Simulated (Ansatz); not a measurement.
# Tc of Na (Im-3m) from its phonons, part 2 of 2

Each step names its level of theory.

So far, log mean phonon energy ħω_log (meV): step 2 (electron–phonon run: PseudoDojo files, PBE PseudoDojo norm-conserving) 11.1; step 3 (resistivity: finite displacements, PBE) 11.1.

### 4. Resistivity: r2SCAN at its own relaxed cell

The functional sets the lattice constant, the bands and the force constants.

This step: DFT r2SCAN, scalar-relativistic, plane waves, PAW; PAW set soft_1 (Ansatz 0.2.0).

input.yaml

```yaml
crystal:
  lattice:
    - [-2.1124128755, 2.1124128755, 2.1124128755]
    - [2.1124128755, -2.1124128755, 2.1124128755]
    - [2.1124128755, 2.1124128755, -2.1124128755]
  atoms:
    - { symbol: Na, position: [0.0, 0.0, 0.0] }
kpoints:
  mp_grid: { grid: [12, 12, 12] }
hamiltonian:
  xc: r2scan
  pseudopotentials: { kind: paw, azcp: { folder: soft_1 } }
scf:
  occupations: { method: methfessel_paxton, width: 0.2 }
output:
  eigenvalues: true
phonons:
  method: dfpt
  qmesh: [4, 4, 4]
  temperatures: { t_max: 1000, t_step: 50 }
  qpath:
    path:
      - [[0.0, 0.0, 0.0], [0.5, -0.5, 0.5], [0.0, 0.0, 0.5], [0.0, 0.0, 0.0], [0.25, 0.25, 0.25], [0.5, -0.5, 0.5]]
      - [[0.25, 0.25, 0.25], [0.0, 0.0, 0.5]]
    npoints: 6
  electrical_resistivity:
    mesh: [20, 20, 20]
    temperatures: [20.0, 50.0, 80.0, 100.0, 150.0, 200.0, 273.0, 300.0, 400.0, 500.0, 600.0, 800.0]
  superconductivity: { mesh: [20, 20, 20], eliashberg_equations: false }
```

Command:

```bash
$ ansatz run input.yaml --threads 16 --pin off --max-ram 92160MiB --backend cuda --events-out ev --progress --plain --runs-dir out --max-vram 78GiB
```

Numbers of over 12 decimals in the logs are rounded to 6 here.

Output:

```text
[...]
Crystal: 1 atoms, lattice volume = 37.705 Å³
Basis set: ecut = 500 eV, 959 PW (Γ), exchange–correlation on 135×135×135 points (125 copies of the dense FFT grid, shifted against one another)
Bands: 9, of which v1, the nominal top of the filled ones, is band 5 counted from 1 (4 counted from 0)
Symmetry: 48 space group operations
k-points: 163 of 1728 (irreducible under 8 space group operations, time reversal used)
[...]
SCF iter   2: F=—  HF=-1488.611295 eV  |F-HF|=—  |Δ(HF+E_count)|=   3.56e-3  S|Δr|=    0.00e0  Δρ=3.49e-3  dr2=6.38e-3  dr2_τ=2.76e-4  ethr=1.43e-4  ⟨swp⟩=2.5  Hψ=2217  notcnv=0
[...]
SCF iter   8: F=-1488.615350 eV  HF=-1488.615350 eV  |F-HF|=2.27e-13  |Δ(HF+E_count)|=  3.02e-11  S|Δr|=    0.00e0  Δρ=3.25e-8  dr2=2.67e-13  dr2_τ=4.34e-14  ethr=1.00e-12  ⟨swp⟩=5.4  Hψ=6552  notcnv=0
SCF 1 converged in 8 iterations: F = -1488.615350 eV  dr2 = 2.67e-13
[...]
DFPT response loops at Γ: preconditioner auto → Kerker (q_TF=auto, 2.149 Å⁻¹) (partly filled bands, converged f_vac=0.000); β = 1.00, the filter's whole step (`scf.mixing.beta` (0.50) is not read by the response loops under this deck's `scf.mixing.preconditioner`; to damp them name `kerker` or `kerker_dos`, under which they read `scf.mixing.beta`, and type it under 1.00, their step now; both keys bind the ground state too); Broyden in place of MSR1
[...]
NSCF: frozen V_eff on 72 k-points, pencils in batches of 32, up to order 36
[...]
NSCF: frozen V_eff on 1872 k-points
[...]
k-points: 72 of 1728
[...]
SCF 2 converged in 8 iterations: F = -1488.615350 eV  dr2 = 2.69e-13
[...]
SCF converged after 8 iterations
[...]
vibrations of 64 cells: unjudged by the run; compare a larger repeat
[...]
--- Superconductivity: potentials and phonons of a 4×4×4 supercell ---
[...]
mesh         λ    ħω_log (meV)  μ* declared at (meV)
       20×20×20    0.1637          11.162               12.751
       10×10×10    0.1718          11.210               12.754
          5×5×5    0.1583          11.750               13.100
  λ by the species' shares of the modes' patterns: Na 0.1637
[...]
0.08      0.000         0.000             -             -             -             -              -
      0.10      0.000         0.000             -             -             -             -              -
      0.12      0.000         0.000             -             -             -             -              -
      0.13      0.000         0.000             -             -             -             -              -
      0.14      0.000         0.000             -             -             -             -              -
      0.16          -             -             -             -             -             -              -
      0.20          -             -             -             -             -             -              -
[...]
vibrations of 64 cells: unjudged by the run; compare a larger repeat
[...]
```

The job ended after 84 s (1 × NVIDIA GB200 with 16 threads of Arm Neoverse V2, shared host; peak memory 4 GiB; 15 min of CPU time).

Numbers from this step:

```yaml
volume_per_atom: 37.70 Å³/atom
zero_point_energy: 0.01657 eV/cell
highest_frequency_solved_or_plainly_interpolated: 133.2 cm⁻¹
debye_temperature_second_moment: 175 K
resistivity_at_300_k: 3.084 μΩ cm
coupling_constant_lambda: 0.1637
density_of_states_at_the_fermi_level: 0.2258 states/eV a spin and cell
log_mean_phonon_energy_omega_log: 11.16 meV
transport_coupling_constant_lambda_tr: 0.09726, 0.09726, 0.09726 (xx, yy, zz)
drude_plasma_energy: 6.097, 6.097, 6.097 eV (xx, yy, zz)
resistivity_times_mean_free_path: 14.35, 14.35, 14.35 × 10⁻¹⁶ Ω m² (xx, yy, zz)
second_moment_phonon_energy_omega: 12.75 meV
coupling_lambda_by_branch: 0.0374, 0.0168, 0.11 (branches by rank of frequency)
```

An empty cell: under 1 mK by a formula, or no transition down to the floor of the Eliashberg search. Transition temperatures:

```csv
μ*,McMillan Tc (K),Allen–Dynes Tc (K)
0.08,-,-
0.1,-,-
0.12,-,-
0.13,-,-
0.14,-,-
0.16,-,-
0.2,-,-
```

The Eliashberg function α²F has structure finer than the step of the table below, so its rows give means over 1 meV, whole bins alone (the curve runs from 0.066 to 16.7 meV). Peaks (meV: height): α²F 15.8: 0.362; α²F tr 15.8: 0.258.

The Eliashberg function α²F by phonon energy; means over each step:

```csv
phonon energy (meV),α²F,α²F tr
1,7.0e-5,0
2,0.00103,1.7e-4
3,0.00439,0.00186
4,0.0100,0.00631
5,0.0158,0.00847
6,0.0220,0.0121
7,0.0265,0.0154
8,0.0264,0.0132
9,0.0289,0.0138
10,0.0344,0.0169
11,0.0456,0.0251
12,0.0641,0.0372
13,0.0820,0.0481
14,0.103,0.0582
15,0.204,0.125
16,0.294,0.206
```

### 5. What came out

| Property | Result |
| --- | --- |
| meshes | q 4×4×4, k 12×12×12, scattering 20×20×20 |
| coupling constant λ | 0.164 |
| log mean phonon energy ħω_log | 11.2 meV |

What this shows: In the last run (r2SCAN, q 4×4×4, k 12×12×12, scattering 20×20×20), with λ = 0.16 and ħω_log = 11.2 meV, Tc at μ* = 0.13 is under 1 mK by the formulas. Wikipedia's list of superconducting elements holds no transition of Na at normal pressure, in line with the calculation. In that run Allen and Dynes's formula gives no transition above 0.05 K at μ* = 0.10 or more. By the run's own test λ is not converged in the fine mesh: it moves by 5 % between the two finest. The run's transport test calls it not converged in the mesh; ρ(300 K) moves by 10 % in the component that moves most. Over the runs, λ takes the values 0.194, 0.191 and 0.164, in the order shown. μ* is a typed number, phonons are harmonic, and spin fluctuations are left out; with λ this near or under μ*(1 + 0.62 λ), the formulas give Tc only to its order of magnitude, or none.

[Logs are printed without paths, hosts, clocks, repeated set-up lines and the standing remarks that a program may print on its own settings, such as how far it seeks lower states.]

[Hosts, paths, dates, database ids (printed as entryN), source tags and the programs' standing remarks are cut or masked in the printed files.]
